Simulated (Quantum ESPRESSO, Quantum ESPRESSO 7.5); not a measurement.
# V(110), 5 layers: solver and mixing choices

Aim: which eigensolver and mixing brings V(110), 5 layers to self-consistency fastest, and whether the result stays the same.

Program: Quantum ESPRESSO 7.5. Level of theory: plane-wave DFT, PBE, PseudoDojo norm-conserving pseudopotentials. Results are calculated unless marked as measured.

## 1. The structure

The cell holds 5 atoms: 5 V. Cell: a = 2.615 Å, b = 2.615 Å, c = 24.542 Å, α = 90.0°, β = 90.0°, γ = 70.5°. It derives from V. Vacuum lies along c.

This run has no spin polarisation, although V can carry a moment. A spin-polarised state was not tried and may lie lower.

## 2. SCF with pw.x: david, local-TF mixing, beta 0.4, history 8

The first run is the reference of the series.

File c0.in:

```
&control
  prefix = 'c0'
  outdir = './out'
  pseudo_dir = './pseudo'
  calculation = 'scf'
  tprnfor = .true.
/
&system
  ibrav = 0
  nat = 5
  ntyp = 1
  ecutwfc = 76
  ecutrho = 304
  occupations = 'smearing'
  smearing = 'mv'
  degauss = 0.02
  assume_isolated = 'esm'
  esm_bc = 'bc1'
/
&electrons
  conv_thr = 1e-07
  mixing_beta = 0.4
  electron_maxstep = 80
  mixing_mode = 'local-TF'
  diagonalization = 'david'
  mixing_ndim = 8
/
ATOMIC_SPECIES
  V   50.9415  V.dojo-sr-pbe-0.4.1-standard.upf
CELL_PARAMETERS angstrom
  2.13546247918337 -1.51000000000000 0.00000000000000
  2.13546247918337 1.51000000000000 0.00000000000000
  0.00000000000000 0.00000000000000 24.54184991673349
ATOMIC_POSITIONS crystal
  V   0.000000000000 0.000000000000 -0.174026203113
  V   0.500000000000 0.500000000000 -0.087013101556
  V   0.000000000000 0.000000000000 0.000000000000
  V   0.500000000000 0.500000000000 0.087013101556
  V   0.000000000000 0.000000000000 0.174026203113
K_POINTS automatic
  12 12 1 0 0 0
```

Command:

```sh
$ OMP_NUM_THREADS=1 mpirun -n 4 pw.x -nk 4 -in c0.in > c0.out
```

What it wrote:

```text
Program PWSCF v.7.5 starts
[citation notice left out]

     Parallel version (MPI & OpenMP), running on       4 processor cores
     Number of MPI processes:                 4
     Threads/MPI process:                     1

     MPI processes distributed on     1 nodes
[...]
Current dimensions of program PWSCF are:
     Max number of different atomic species (ntypx) = 10
     Max number of k-points (npk) =  40000
     Max angular momentum in pseudopotentials (lmaxx) =  4
     Message from routine setup:
     using ibrav=0 with symmetry is DISCOURAGED, use correct ibrav instead

     K-points division:     npool     =       4
     Subspace diagonalization in iterative solution of the eigenvalue problem:
     a serial algorithm will be used

     G-vector sticks info
     --------------------
     sticks:   dense  smooth     PW     G-vecs:    dense   smooth      PW
     Sum         557     557    173                95701    95701   16679

     Using Slab Decomposition

     bravais-lattice index     =            0
     lattice parameter (alat)  =       4.9424  a.u.
     unit-cell volume          =    1068.0775 (a.u.)^3
     number of atoms/cell      =            5
     number of atomic types    =            1
     number of electrons       =        65.00
     number of Kohn-Sham states=           40
     kinetic-energy cutoff     =      76.0000  Ry
     charge density cutoff     =     304.0000  Ry
     scf convergence threshold =      1.0E-07
     mixing beta               =       0.4000
     number of iterations used =            8  local-TF  mixing
     Exchange-correlation= PBE
                           (   1   4   3   4   0   0   0)

     Effective Screening Medium Method
     =================================
     Boundary Conditions: Vacuum-Slab-Vacuum
     total charge in unit cell        =   0.0000
     grid points for fit at edges     =        4

     celldm(1)=   4.942384  celldm(2)=   0.000000  celldm(3)=   0.000000
     celldm(4)=   0.000000  celldm(5)=   0.000000  celldm(6)=   0.000000

     crystal axes: (cart. coord. in units of alat)
               a(1) = (   0.816497  -0.577350   0.000000 )
               a(2) = (   0.816497   0.577350   0.000000 )
               a(3) = (   0.000000   0.000000   9.383605 )

     reciprocal axes: (cart. coord. in units 2 pi/alat)
               b(1) = (  0.612372 -0.866025  0.000000 )
               b(2) = (  0.612372  0.866025 -0.000000 )
               b(3) = ( -0.000000  0.000000  0.106569 )

     PseudoPot. # 1 for V  read from file:
     ./pseudo/V.dojo-sr-pbe-0.4.1-standard.upf
     Pseudo is Norm-conserving + core correction, Zval = 13.0
     Generated using ONCVPSP code by D. R. Hamann
     Using radial grid of 1536 points,  6 beta functions with:
                l(1) =   0
                l(2) =   0
                l(3) =   1
                l(4) =   1
                l(5) =   2
                l(6) =   2

     atomic species   valence    mass     pseudopotential
     V                13.00    50.94150     V ( 1.00)

      8 Sym. Ops., with inversion, found

   Cartesian axes

     site n.     atom                  positions (alat units)
         1        V      tau(   1) = (   0.0000000   0.0000000  -1.6329932  )
         2        V      tau(   2) = (   0.8164966   0.0000000  -0.8164966  )
         3        V      tau(   3) = (   0.0000000   0.0000000   0.0000000  )
         4        V      tau(   4) = (   0.8164966   0.0000000   0.8164966  )
         5        V      tau(   5) = (   0.0000000   0.0000000   1.6329932  )

     number of k points=    43  Marzari-Vanderbilt smearing, width (Ry)=  0.0200
                       cart. coord. in units 2pi/alat
        k(    1) = (   0.0000000   0.0000000   0.0000000), wk =   0.0138889
        k(    2) = (   0.0510310   0.0721688   0.0000000), wk =   0.0555556
        k(    3) = (   0.1020621   0.1443376   0.0000000), wk =   0.0555556
        k(    4) = (   0.1530931   0.2165064   0.0000000), wk =   0.0555556
        k(    5) = (   0.2041241   0.2886751   0.0000000), wk =   0.0555556
        k(    6) = (   0.2551552   0.3608439   0.0000000), wk =   0.0555556
        k(    7) = (  -0.3061862  -0.4330127   0.0000000), wk =   0.0277778
        k(    8) = (   0.1020621   0.0000000   0.0000000), wk =   0.0277778
        k(    9) = (   0.1530931   0.0721688   0.0000000), wk =   0.0555556
        k(   10) = (   0.2041241   0.1443376   0.0000000), wk =   0.0555556
[...]
k(   43) = (  -0.6123724   0.0000000   0.0000000), wk =   0.0138889

     Dense  grid:    95701 G-vectors     FFT dimensions: (  27,  27, 270)

     Estimated max dynamical RAM per process >     199.57 MB

     Estimated total dynamical RAM >     728.19 MB

     Initial potential from superposition of free atoms

     starting charge      64.9948, renormalised to      65.0000

     negative rho (up, down):  3.937E-05 0.000E+00
     Starting wfcs are   50 randomized atomic wfcs

     total cpu time spent up to now is        4.4 secs

     per-process dynamical memory:   146.6 Mb

     Self-consistent Calculation

     iteration #  1     ecut=    76.00 Ry     beta= 0.40
     Davidson diagonalization with overlap
     ethr =  1.00E-02,  avg # of iterations =  1.2

     total cpu time spent up to now is       13.0 secs

     total energy              =    -737.09138976 Ry
     estimated scf accuracy    <       6.66298086 Ry

     iteration #  2     ecut=    76.00 Ry     beta= 0.40
[...]
total energy              =    -737.35903549 Ry
     estimated scf accuracy    <       0.51948299 Ry

     iteration #  3     ecut=    76.00 Ry     beta= 0.40
[...]
c_bands:  1 eigenvalues not converged
[...]
total energy              =    -738.11186730 Ry
     estimated scf accuracy    <       1.47468113 Ry

     iteration #  4     ecut=    76.00 Ry     beta= 0.40
[...]
total energy              =    -737.73748452 Ry
     estimated scf accuracy    <       1.39885623 Ry

     iteration #  5     ecut=    76.00 Ry     beta= 0.40
[...]
total energy              =    -737.86618032 Ry
     estimated scf accuracy    <       0.22323347 Ry

     iteration #  6     ecut=    76.00 Ry     beta= 0.40
[...]
c_bands:  1 eigenvalues not converged
     c_bands:  1 eigenvalues not converged
     c_bands:  3 eigenvalues not converged
[...]
total energy              =    -737.94843344 Ry
     estimated scf accuracy    <       0.12071059 Ry

     iteration # 10     ecut=    76.00 Ry     beta= 0.40
[...]
total energy              =    -737.93813856 Ry
     estimated scf accuracy    <       0.10028187 Ry

     iteration # 11     ecut=    76.00 Ry     beta= 0.40
[...]
negative rho (up, down):  9.402E-03 0.000E+00

[...]
total energy              =    -737.90228835 Ry
     estimated scf accuracy    <       0.16949125 Ry

     iteration # 12     ecut=    76.00 Ry     beta= 0.40
[...]
c_bands:  2 eigenvalues not converged
     c_bands:  1 eigenvalues not converged
     c_bands:  2 eigenvalues not converged
[...]
total energy              =    -737.92090574 Ry
     estimated scf accuracy    <       0.21112083 Ry

[... 28 further iterations ...]
     iteration # 41     ecut=    76.00 Ry     beta= 0.40
[...]
negative rho (up, down):  8.586E-06 0.000E+00

[...]
total energy              =    -737.93079002 Ry
     estimated scf accuracy    <       0.00000145 Ry

     iteration # 42     ecut=    76.00 Ry     beta= 0.40
[...]
negative rho (up, down):  3.555E-06 0.000E+00

[...]
total energy              =    -737.93079396 Ry
     estimated scf accuracy    <       0.00000125 Ry

     iteration # 43     ecut=    76.00 Ry     beta= 0.40
[...]
total energy              =    -737.93081381 Ry
     estimated scf accuracy    <       0.00000064 Ry

     iteration # 44     ecut=    76.00 Ry     beta= 0.40
[...]
c_bands:  1 eigenvalues not converged
     c_bands:  1 eigenvalues not converged
     c_bands:  2 eigenvalues not converged
[...]
total energy              =    -737.93080494 Ry
     estimated scf accuracy    <       0.00000081 Ry

     iteration # 45     ecut=    76.00 Ry     beta= 0.40
[...]
c_bands:  1 eigenvalues not converged
     c_bands:  1 eigenvalues not converged
[...]
negative rho (up, down):  5.596E-07 0.000E+00

[...]
total energy              =    -737.93079683 Ry
     estimated scf accuracy    <       0.00000057 Ry

     iteration # 46     ecut=    76.00 Ry     beta= 0.40
[...]
negative rho (up, down):  3.824E-05 0.000E+00

[...]
total energy              =    -737.93076892 Ry
     estimated scf accuracy    <       0.00000061 Ry

     iteration # 47     ecut=    76.00 Ry     beta= 0.40
[...]
negative rho (up, down):  5.112E-05 0.000E+00

[...]
total energy              =    -737.93076261 Ry
     estimated scf accuracy    <       0.00000086 Ry

     iteration # 48     ecut=    76.00 Ry     beta= 0.40
[...]
negative rho (up, down):  2.715E-05 0.000E+00

[...]
total energy              =    -737.93078182 Ry
     estimated scf accuracy    <       0.00000038 Ry

     iteration # 49     ecut=    76.00 Ry     beta= 0.40
[...]
c_bands:  3 eigenvalues not converged
     c_bands:  1 eigenvalues not converged
[...]
negative rho (up, down):  1.500E-05 0.000E+00

[...]
total energy              =    -737.93078665 Ry
     estimated scf accuracy    <       0.00000015 Ry

     iteration # 50     ecut=    76.00 Ry     beta= 0.40
[...]
End of self-consistent calculation

          k = 0.0000 0.0000 0.0000 ( 11889 PWs)   bands (ev):

   -68.6950 -68.6933 -68.5692 -68.5223 -68.4427 -42.7847 -42.7090 -42.4911
   -42.2532 -42.2521 -42.2466 -42.1251 -42.0716 -42.0716 -42.0431 -42.0274
   -41.9720 -41.9719 -41.9520 -41.9100 -11.0786 -10.3189  -9.2329  -8.3279
    -7.9679  -5.8516  -5.6569  -5.2955  -5.1134  -5.1116  -4.9046  -4.6604
    -4.5511  -4.4885  -4.3637  -4.2351  -3.7056  -3.6469  -2.8724  -2.7836

          k = 0.0510 0.0722 0.0000 ( 11881 PWs)   bands (ev):

   -68.6880 -68.6865 -68.5619 -68.5170 -68.4389 -42.7698 -42.7018 -42.4969
   -42.3004 -42.2636 -42.2414 -42.1344 -42.0980 -42.0921 -42.0790 -42.0103
   -41.9992 -41.9901 -41.9681 -41.9276 -10.8769 -10.1265  -9.0474  -8.1439
    -7.7966  -5.8299  -5.6426  -5.2865  -5.1609  -5.1367  -4.8980  -4.7617
    -4.6108  -4.5775  -4.4170  -4.1887  -4.0441  -3.5841  -2.9162  -2.8933

          k = 0.1021 0.1443 0.0000 ( 11875 PWs)   bands (ev):

   -68.6689 -68.6679 -68.5416 -68.5027 -68.4290 -42.7284 -42.6843 -42.5211
   -42.3900 -42.3318 -42.2799 -42.1923 -42.1678 -42.1247 -42.1210 -42.0730
   -42.0361 -42.0060 -41.9912 -41.9435 -10.3020  -9.5902  -8.5503  -7.6553
    -7.3314  -5.8208  -5.6765  -5.3089  -5.3040  -5.2647  -5.0390  -4.9700
    -4.8336  -4.7864  -4.6957  -4.0738  -3.9743  -3.2733  -2.9527  -2.9210

          k = 0.1531 0.2165 0.0000 ( 11928 PWs)   bands (ev):

   -68.6427 -68.6423 -68.5127 -68.4832 -68.4165 -42.6749 -42.6718 -42.5816
   -42.5176 -42.4477 -42.3763 -42.3075 -42.2459 -42.1597 -42.1509 -42.1182
   -42.0747 -42.0267 -41.9852 -41.9497  -9.4500  -8.8509  -7.9630  -7.1382
    -6.7574  -5.9088  -5.7918  -5.4815  -5.3168  -5.2947  -5.2512  -5.2196
    -5.1795  -5.0288  -4.9284  -3.5147  -3.4965  -2.9320  -2.9244  -2.7905

          k = 0.2041 0.2887 0.0000 ( 11963 PWs)   bands (ev):

   -68.6165 -68.6163 -68.4813 -68.4638 -68.4062 -42.7037 -42.6855 -42.6629
   -42.6346 -42.5147 -42.5064 -42.3979 -42.2908 -42.2049 -42.1707 -42.1266
   -42.1096 -42.0305 -41.9821 -41.9535  -8.5067  -8.1834  -7.6450  -7.0463
    -6.5657  -5.8459  -5.8178  -5.6515  -5.6366  -5.5041  -5.3208  -5.1553
    -4.9528  -4.8232  -4.6643  -2.9382  -2.8926  -2.8900  -2.7690  -2.5832

          k = 0.2552 0.3608 0.0000 ( 11974 PWs)   bands (ev):

   -68.5972 -68.5972 -68.4554 -68.4496 -68.4014 -42.7836 -42.7684 -42.7392
   -42.6949 -42.6176 -42.4774 -42.4227 -42.3024 -42.2349 -42.2030 -42.1299
   -42.1296 -42.0293 -41.9803 -41.9561  -7.8489  -7.8198  -7.5496  -7.1659
    -6.7371  -5.8963  -5.8465  -5.8444  -5.7755  -5.7454  -5.2421  -4.9468
    -4.5491  -4.1600  -3.7369  -2.8374  -2.7301  -2.6174  -2.5429  -2.5189

[...]
the Fermi energy is    -4.8050 ev

!    total energy              =    -737.93079822 Ry
     estimated scf accuracy    <       0.00000004 Ry
     smearing contrib. (-TS)   =       0.00214518 Ry
     internal energy E=F+TS    =    -737.93294339 Ry

     The total energy is F=E-TS. E is the sum of the following terms:
     one-electron contribution =   15063.74989013 Ry
     hartree contribution      =   -7552.01126468 Ry
     xc contribution           =    -114.18802298 Ry
     ewald contribution        =   -8135.48354586 Ry

     convergence has been achieved in  50 iterations

     Forces acting on atoms (cartesian axes, Ry/au):

     atom    1 type  1   force =     0.00000000    0.00000000    0.02282281
     atom    2 type  1   force =     0.00000000    0.00000000   -0.01332661
     atom    3 type  1   force =     0.00000000    0.00000000    0.00000000
     atom    4 type  1   force =     0.00000000    0.00000000    0.01332661
     atom    5 type  1   force =     0.00000000    0.00000000   -0.02282281

     Total force =     0.037376     Total SCF correction =     0.001471

[...]
=------------------------------------------------------------------------------=
   JOB DONE.
=------------------------------------------------------------------------------=
[...]
```

Elapsed: 11 min, on 4 MPI ranks of Arm Neoverse V1, shared host; peak memory 0.84 GiB.

Read from the output:

- free energy: -10040.0600 eV
- Fermi energy: -4.805 eV
- vacuum line at the lower end of the cell, over the Fermi level: 4.805 eV
- vacuum line at the upper end of the cell, over the Fermi level: 4.805 eV

The potential energy, planar mean oscillates, so the rows of the table below give means over windows of 2.09 Å about each position, cut where the curve ends. Its maxima inside the range that stand out by 2 % of the span (Å: eV): -3.2: -1.01, -1.1: -1.00, 1.1: -1.00, 3.2: -1.01. Its minima: -4.3: -29.6, -2.1: -29.1, 0.0: -29.3, 2.1: -29.1, 4.3: -29.6.

Electrostatic potential energy of an electron; zero at the Fermi level. Potential energy, planar mean against z; means over each step:

z (Å), potential energy, planar mean (eV) and a bar from the least value:
```
   -11.22        4.8 ##############################
    -9.13        4.8 ##############################
    -7.04        4.6 ##############################
    -4.96       -9.9 ####
    -2.87      -12.1 
    -0.78      -12.0 
     1.31      -11.9 
     3.40      -12.0 
     5.49       -2.1 ##################
     7.58        4.7 ##############################
     9.67        4.8 ##############################
    11.76        4.8 ##############################
```

The program's own clock; routines nest. Time by routine:

```csv
routine,wall time (s),calls
PWSCF,655.3,1
electrons,649.7,1
c_bands,556.2,50
cegterg,472.3,554
h_psi,372,4637
fftw,343,149860
vloc_psi,309.2,4637
sum_band,60.58,50
add_vuspsi,31.39,4637
calbec,30.98,4681
h_psi:calbec,30.25,4637
mix_rho,28.59,50
ffts,18.01,5123
cdiaghg,7.07,4626
```

The vacuum levels are read from the outermost 0.7 Å of the cell on either side.

The run needed 50 iterations to bring the estimated error under 1e-07 Ry; the largest force on any atom, held or free, is 0.59 eV/Å.

Inside the slab this potential holds the local part of the pseudopotentials, which can be repulsive at the nuclei; only its value in the vacuum has a meaning of its own.

## 3. Self-consistent run: david, plain mixing, beta 0.4, history 8

c1.in, as its differences from the input of step 2:

```diff
@@ -1,3 +1,3 @@
 &control
-  prefix = 'c0'
+  prefix = 'c1'
   outdir = './out'
@@ -23,3 +23,3 @@
   electron_maxstep = 80
-  mixing_mode = 'local-TF'
+  mixing_mode = 'plain'
   diagonalization = 'david'
```

Command:

```sh
$ OMP_NUM_THREADS=1 mpirun -n 4 pw.x -nk 4 -in c1.in > c1.out
```

What it wrote:

```text
[banner, memory and clock lines left out]
Program PWSCF v.7.5 starts
[...]
Message from routine setup:
[...]
number of electrons       =        65.00
     number of Kohn-Sham states=           40
     kinetic-energy cutoff     =      76.0000  Ry
     charge density cutoff     =     304.0000  Ry
[...]
number of k points=    43  Marzari-Vanderbilt smearing, width (Ry)=  0.0200
[...]
Dense  grid:    95701 G-vectors     FFT dimensions: (  27,  27, 270)
[...]
negative rho (up, down):  3.937E-05 0.000E+00
     Starting wfcs are   50 randomized atomic wfcs
[...]
estimated scf accuracy    <       6.66298086 Ry
[...]
estimated scf accuracy    <     298.32986685 Ry
[...]
estimated scf accuracy    <     101.26389761 Ry
[...]
estimated scf accuracy    <      94.44859420 Ry
[...]
estimated scf accuracy    <     116.43887761 Ry
[...]
negative rho (up, down):  1.008E-02 0.000E+00
[...]
estimated scf accuracy    <     110.69431204 Ry
[...]
negative rho (up, down):  1.206E-02 0.000E+00
[...]
estimated scf accuracy    <     135.00480491 Ry
[...]
negative rho (up, down):  5.290E-03 0.000E+00
[...]
estimated scf accuracy    <     147.46578107 Ry
[...]
negative rho (up, down):  5.089E-03 0.000E+00
[...]
estimated scf accuracy    <     127.45715082 Ry
[...]
negative rho (up, down):  4.123E-02 0.000E+00
[...]
estimated scf accuracy    <     126.26914373 Ry
[...]
estimated scf accuracy    <     213.72713563 Ry
[...]
estimated scf accuracy    <      36.37606292 Ry
[...]
estimated scf accuracy    <       0.00229634 Ry
[...]
estimated scf accuracy    <       0.00184279 Ry
[...]
estimated scf accuracy    <       0.00203150 Ry
[...]
estimated scf accuracy    <       0.00022058 Ry
[...]
estimated scf accuracy    <       0.00008678 Ry
[...]
estimated scf accuracy    <       0.00001299 Ry
[...]
estimated scf accuracy    <       0.00000432 Ry
[...]
estimated scf accuracy    <       0.00000065 Ry
[...]
estimated scf accuracy    <       0.00000137 Ry
[...]
the Fermi energy is    -4.8051 ev
!    total energy              =    -737.93079809 Ry
     estimated scf accuracy    <       0.00000003 Ry
     smearing contrib. (-TS)   =       0.00214435 Ry
     internal energy E=F+TS    =    -737.93294244 Ry
[...]
one-electron contribution =   15063.73359799 Ry
     hartree contribution      =   -7551.99492233 Ry
     xc contribution           =    -114.18807225 Ry
     ewald contribution        =   -8135.48354586 Ry
     convergence has been achieved in  69 iterations
[...]
Total force =     0.036727     Total SCF correction =     0.000965
[...]
```

Run time: 14 min. Hardware: 4 MPI ranks; peak memory 0.84 GiB; 57 min of CPU time.

The program's own clock; routines nest. Time by routine:

```csv
routine,wall time (s),calls
PWSCF,854.7,1
electrons,849.2,1
c_bands,759,69
cegterg,627,778
h_psi,499.1,5483
fftw,463.1,202308
vloc_psi,416.4,5483
sum_band,83.21,69
add_vuspsi,41.23,5483
calbec,41.04,5527
h_psi:calbec,40.31,5483
cdiaghg,8.36,5472
init_us_2,5.87,1540
v_of_rho,5.39,70
```

Counted from each run's own zero (the Fermi level), the vacuum level differs from the first run's by +0 meV.

[end of part 1 of 4]

[Logs are printed without paths, hosts, clocks, repeated set-up lines and the standing remarks that a program may print on its own settings, such as how far it seeks lower states.]

[Hosts, paths, dates, database ids (printed as entryN), source tags and the programs' standing remarks are cut or masked in the printed files.]

[Maps of the electrostatic potential energy from Ansatz leave out the sawtooth potential of an applied field or a dipole correction, so their vacuum need not be flat; planar profiles and work functions include it.]
